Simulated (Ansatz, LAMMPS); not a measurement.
# Glassy 77SiO2-6B2O3-8CaO-8MgO (mol %) (142 atoms): a single point, part 2 of 2

Aim: energy, forces, charges and density of states of glassy 77SiO2-6B2O3-8CaO-8MgO (mol %) (142 atoms) at a fixed geometry.

Ansatz 0.2.0; Kohn-Sham DFT, r2SCAN, PAW (set soft_2), plane waves.

The cell: 37 Si, 6 B, 4 Ca, 4 Mg and 91 O. The quench rate of 1000 K/ps is many orders above laboratory rates. The starting topology of bonds comes from the classical model. The Brillouin zone is sampled at Γ only, in a cell whose shortest periodic width is 12 Å.

So far. Step 3 (Plane-wave single point): Electrostatic potential energy in the ab plane at fractional z = 0.280, with atoms of Si and B and Mg and O within 0.2 Å of it. With pseudopotentials it is smooth inside the atoms' cores, unlike the true potential.

### 3. Plane-wave single point (continued)

Valence density in the ab plane at fractional z = 0.280, with atoms of Si and B and Mg and O within 0.2 Å of it. It is the smooth field of the valence electrons, not physical close to the nuclei.

Values in units of 1e0 e/Å³, 13 rows by 16 columns, each cell a mean:
```
2.7 0.2 0.1 0.0 0.0 0.0 0.1 0.2 0.1 0.0 0.0 0.1 0.3 0.3 0.6 4.1
0.5 0.1 0.1 0.0 0.0 0.0 0.0 0.0 0.1 0.2 0.1 0.5 2.5 0.9 0.2 0.5
2.3 0.7 0.0 0.0 0.0 0.0 0.0 0.1 1.2 2.8 0.5 0.3 0.7 0.2 0.1 0.5
4.2 1.1 0.1 0.0 0.0 0.2 0.4 0.2 0.9 1.3 0.4 0.8 1.2 0.2 0.1 0.7
0.4 0.1 0.0 0.0 0.0 0.3 0.5 0.3 0.9 0.5 0.2 2.1 4.4 0.5 0.1 0.2
2.3 0.3 0.0 0.0 0.0 0.0 0.1 0.4 3.3 2.1 0.2 0.7 0.8 0.1 0.1 1.4
1.9 0.2 0.0 0.1 0.1 0.1 0.5 0.7 0.8 0.6 0.2 7.4 5.5 0.1 0.1 1.2
0.1 0.1 0.1 0.2 0.3 0.4 3.5 3.9 0.6 0.5 0.3 0.2 0.3 0.3 0.1 0.1
1.0 0.1 0.1 0.9 1.1 0.3 0.6 0.6 0.1 0.1 0.1 0.1 0.3 0.7 0.4 1.0
0.9 0.1 0.1 0.3 0.3 0.1 0.3 0.2 0.0 0.0 0.0 0.0 0.1 0.2 0.2 0.9
0.1 0.1 0.2 0.1 0.0 0.2 1.8 1.5 0.2 0.6 0.5 0.2 0.2 0.1 0.0 0.0
0.1 0.7 2.7 0.8 0.1 0.1 0.5 0.6 0.5 3.7 2.9 0.4 1.1 1.0 0.1 0.0
0.6 0.5 1.0 0.3 0.0 0.0 0.2 0.3 0.3 0.5 0.4 0.2 0.5 0.6 0.3 0.8
```
Columns run along a (12.1 Å), rows up along b (12.1 Å). Atoms in or near the plane, at fractional coordinates: Si at (0.48, 0.69), Si at (0.48, 0.07), B at (0.54, 0.46), Mg at (0.74, 0.50), O at (0.43, 0.41), O at (0.61, 0.11), O at (0.98, 0.96), O at (0.76, 0.65), O at (0.03, 0.75).

Mean Löwdin charges: B +0.66, Ca +1.79, Mg +1.66, O -0.82, Si +1.81 e (they miss 1.3 % of the electrons, so they add up to more than the cell's charge).

### 4. Structure statistics

Bonds and neighbours are counted at the geometry of the runs.

Density 2.62 g/cm³, 12.56 Å³ an atom.

Pair distribution functions g(r), in bins of 0.2 Å:

| r (Å) | total | O-O | O-Si | O-B | O-Ca | O-Mg | Si-Si |
| --- | --- | --- | --- | --- | --- | --- | --- |
| 1.30 | 0.11 | 0.00 | 0.00 | 2.06 | 0.00 | 0.00 | 0.00 |
| 1.50 | 1.11 | 0.00 | 1.45 | 11.68 | 0.00 | 0.00 | 0.00 |
| 1.70 | 3.40 | 0.00 | 10.18 | 0.00 | 0.00 | 0.00 | 0.00 |
| 1.90 | 0.15 | 0.00 | 0.00 | 0.00 | 0.00 | 4.05 | 0.00 |
| 2.10 | 0.13 | 0.00 | 0.00 | 0.00 | 0.00 | 3.58 | 0.00 |
| 2.30 | 0.38 | 0.59 | 0.00 | 0.00 | 3.15 | 0.39 | 0.18 |
| 2.50 | 1.00 | 1.98 | 0.07 | 0.00 | 3.46 | 0.29 | 0.00 |
| 2.70 | 1.60 | 3.54 | 0.03 | 0.00 | 1.36 | 0.28 | 0.00 |
| 2.90 | 0.90 | 1.25 | 0.30 | 0.31 | 0.23 | 0.24 | 1.58 |
| 3.10 | 1.00 | 0.79 | 0.72 | 0.79 | 0.41 | 0.82 | 3.16 |
| 3.30 | 0.82 | 0.54 | 0.98 | 0.96 | 0.71 | 0.90 | 1.37 |
| 3.50 | 0.84 | 0.76 | 0.97 | 1.92 | 0.47 | 0.47 | 0.17 |
| 3.70 | 0.93 | 0.59 | 1.38 | 1.44 | 0.85 | 0.85 | 0.61 |
| 3.90 | 1.10 | 0.68 | 1.54 | 1.60 | 0.92 | 1.52 | 1.01 |
| 4.10 | 1.17 | 0.77 | 1.83 | 1.63 | 0.69 | 1.03 | 0.87 |
| 4.30 | 1.06 | 0.77 | 1.46 | 0.92 | 1.36 | 0.94 | 0.94 |
| 4.50 | 0.96 | 1.00 | 0.78 | 0.32 | 1.65 | 1.73 | 1.48 |
| 4.70 | 1.04 | 1.25 | 0.71 | 0.83 | 1.33 | 0.99 | 1.27 |
| 4.90 | 1.03 | 1.44 | 0.56 | 0.76 | 1.46 | 0.81 | 0.86 |
| 5.10 | 1.10 | 1.50 | 0.71 | 0.90 | 1.05 | 0.98 | 1.00 |
| 5.30 | 1.01 | 1.14 | 0.91 | 0.84 | 0.34 | 0.69 | 1.29 |
| 5.50 | 0.97 | 0.86 | 1.09 | 0.90 | 0.64 | 0.98 | 1.17 |
| 5.70 | 0.96 | 0.85 | 1.04 | 1.23 | 0.96 | 0.66 | 0.99 |
| 5.90 | 0.99 | 0.83 | 1.14 | 1.43 | 0.79 | 0.95 | 0.83 |

Bonds by pair of elements; cutoffs follow the first minimum of g(r), held within bounds set by covalent radii, and pairs that aren't listed don't count as bonded (cutoffs were set anew for this text, so counts can differ from the run's own analysis):

| pair A-B | cutoff (Å) | bonds | mean length (Å) | spread (Å) | shortest (Å) | B about A | A about B |
| --- | --- | --- | --- | --- | --- | --- | --- |
| O-Si | 2.12 | 148 | 1.64 | 0.037 | 1.56 | 1.63 | 4 |
| O-B | 1.83 | 22 | 1.44 | 0.044 | 1.37 | 0.242 | 3.67 |
| O-Ca | 2.88 | 25 | 2.48 | 0.121 | 2.30 | 0.275 | 6.25 |
| O-Mg | 2.43 | 17 | 2.04 | 0.089 | 1.93 | 0.187 | 4.25 |

How many atoms have how many bonded neighbours:

```
element  mean   2   3   4  5  6  7
      B  3.67   0   2   4  0  0  0
     Ca  6.25   0   0   0  0  3  1
     Mg  4.25   0   0   3  1  0  0
      O  2.33  63  26   2  0  0  0
     Si     4   0   0  37  0  0  0
```

Bond angles, per cent of each kind in bins of 5°:

```csv
angle (°),O-Si-O,O-Ca-O,Si-O-Si,Ca-O-Si,O-B-O
50–55,0.0,1.5,0.0,0.0,0.0
55–60,0.0,0.0,0.0,0.0,0.0
60–65,0.0,9.1,0.0,0.0,0.0
65–70,0.0,6.1,0.0,0.0,0.0
70–75,0.0,6.1,0.0,0.0,0.0
75–80,0.0,12.1,0.0,0.0,0.0
80–85,0.0,6.1,0.0,0.0,0.0
85–90,0.9,6.1,1.7,5.9,0.0
90–95,1.8,6.1,1.7,14.7,0.0
95–100,6.8,1.5,0.0,14.7,0.0
100–105,22.1,6.1,0.0,8.8,10.0
105–110,24.8,1.5,0.0,5.9,36.7
110–115,24.8,7.6,0.0,14.7,26.7
115–120,10.8,3.0,1.7,2.9,20.0
120–125,4.5,3.0,17.2,5.9,3.3
125–130,1.8,4.5,1.7,5.9,3.3
130–135,0.9,0.0,13.8,8.8,0.0
135–140,0.4,1.5,10.3,2.9,0.0
140–145,0.4,0.0,15.5,2.9,0.0
145–150,0.0,6.1,12.1,2.9,0.0
150–155,0.0,6.1,3.5,0.0,0.0
155–160,0.0,0.0,5.2,0.0,0.0
160–165,0.0,1.5,8.6,2.9,0.0
165–170,0.0,4.5,5.2,0.0,0.0
170–175,0.0,0.0,0.0,0.0,0.0
175–180,0.0,0.0,1.7,0.0,0.0
```

Bond angles (no mean is given where the spread exceeds 20°):

```csv
angle,count,mean (°),spread (°)
O-Si-O,222,109,7.9
O-Ca-O,66,-,-
Si-O-Si,58,140,17.2
Ca-O-Si,34,112,18.5
O-B-O,30,112,5.6
```

Oxygen atoms by the number of network formers (Si, P, Ge, B, Al, As, Ga) bound to them:

| network formers bound to O | O atoms | per cent |
| --- | --- | --- |
| 0 | 0 | 0 |
| 1 | 14 | 15.4 |
| 2 | 75 | 82.4 |
| 3 | 2 | 2.2 |

Network units: each former by its oxygen neighbours and how many of them bridge to another former:

| former | O neighbours | bridging O | atoms |
| --- | --- | --- | --- |
| Si | 4 | 2 | 3 |
| Si | 4 | 3 | 8 |
| Si | 4 | 4 | 26 |
| B | 3 | 3 | 2 |
| B | 4 | 4 | 4 |

Bond length by coordination (bonds to H left out):

```csv
element,coordination,atoms,mean bond length (Å)
B,3,2,1.39
B,4,4,1.46
Ca,6,3,2.49
Ca,7,1,2.44
Mg,4,3,2.00
Mg,5,1,2.12
O,2,63,1.62
O,3,26,1.94
O,4,2,1.96
```

Rings of the network by King's shortest-path rule, up to 12 atoms, one path for each pair of neighbours; H, halogens, alkali and alkaline-earth atoms are left out, and the last column divides by all other atoms, bonded or not:

```
ring size (atoms)  rings  per network atom
                4      1             0.007
                6      3             0.022
                8      5             0.037
               10      8              0.06
               12     21             0.157
```

For some of the pairs, g(r) has its first main peak near 2.7 Å (O-O), 1.6 Å (O-Si), 1.4 Å (O-B), 2.4 Å (O-Ca), 2.0 Å (O-Mg) and 3.1 Å (Si-Si). Counting bonds as in the table, 67 % of B atoms have 4, 75 % of Ca atoms have 6, 75 % of Mg atoms have 4 and 69 % of O atoms have 2 bonded neighbours. The O-Si-O angle averages 109° with a spread of 8°. 82 % of the oxygens bridge two formers (Si and B) and 15 % are non-bridging; 2 % join three. The commonest Si unit has 4 oxygens, 4 of them shared with other formers (26 of 37 atoms). Rings of 12 atoms are the most common (55 % of those counted); sizes run from 4 to 12, where the search stops.

A closer look about O93, which has 4 bonded neighbours where the commonest count for O is 2: 9 atoms, nearest first, numbered in the order of the input, with positions taken from that point.

| atom | x | y | z | distance (Å) | bonds | Löwdin charge (e) | Fx | Fy | Fz (eV/Å) |
| --- | --- | --- | --- | --- | --- | --- | --- | --- | --- |
| O93 | 0.00 | 0.00 | 0.00 | 0.00 | 4 | -0.77 | 1.04 | -1.09 | -1.50 |
| B41 | -0.60 | 0.03 | 1.34 | 1.47 | 4 | 0.57 | -2.67 | 2.57 | 2.11 |
| Si30 | -0.38 | 0.52 | -1.56 | 1.68 | 4 | 1.79 | 1.16 | 2.13 | -1.33 |
| Mg51 | 1.80 | 0.50 | 1.23 | 2.24 | 5 | 1.68 | 0.71 | 0.81 | 0.10 |
| O80 | -0.54 | 1.44 | 1.68 | 2.28 | 2 | -0.71 | -0.46 | 0.35 | -0.13 |
| Ca46 | -0.23 | -2.32 | -0.18 | 2.34 | 6 | 1.81 | -0.51 | -0.71 | -0.10 |
| O79 | -1.92 | -0.49 | 1.41 | 2.43 | 2 | -0.67 | -0.11 | -0.62 | -0.35 |
| O78 | 0.31 | -0.62 | 2.34 | 2.44 | 3 | -0.74 | 0.39 | -0.14 | -1.44 |
| O114 | -1.09 | -0.90 | -2.11 | 2.54 | 3 | -0.83 | 1.17 | 0.10 | 1.65 |

The column of bonds counts only the pairs O-Si within 2.12 Å, O-B within 1.83 Å, O-Ca within 2.88 Å, O-Mg within 2.43 Å; other neighbours, such as metal atoms beside each other in a compound, aren't counted, and periodic images can show an atom twice.

### 5. Results

```json
{"free energy per atom": "-644.2272 eV/atom", "pressure": "-3.641 GPa", "r.m.s. force component": "1.071 eV/Å", "gap (highest filled to lowest empty level)": "3.746 eV", "wall time of the 1 DFT run": "48 s"}
```

**Reading.** The highest filled and lowest empty levels differ by 3.75 eV (at Γ alone); a semilocal functional tends to put such gaps too low. In a disordered cell it changes from sample to sample, and tail or defect levels can set it. Counting bonds as in the table, 67 % of B atoms have 4, 75 % of Ca atoms have 6, 75 % of Mg atoms have 4 and 69 % of O atoms have 2 bonded neighbours. 82 % of the oxygens bridge two formers (Si and B) and 15 % are non-bridging; 2 % join three.

What to keep in mind: The force components of 1.1 eV/Å r.m.s. come partly from thermal motion and partly from the difference between the classical potential and DFT. The stress is far from hydrostatic: its diagonal is -1.9, -3.4, -5.7 GPa, compression counted positive. The pressure of -3.6 GPa is that of one thermal frame, in which the classical model's bond lengths enter as well as the volume, without the kinetic term.

[Logs are printed without paths, hosts, clocks, repeated set-up lines and the standing remarks that a program may print on its own settings, such as how far it seeks lower states.]

[Hosts, paths, dates, database ids (printed as entryN), source tags and the programs' standing remarks are cut or masked in the printed files.]
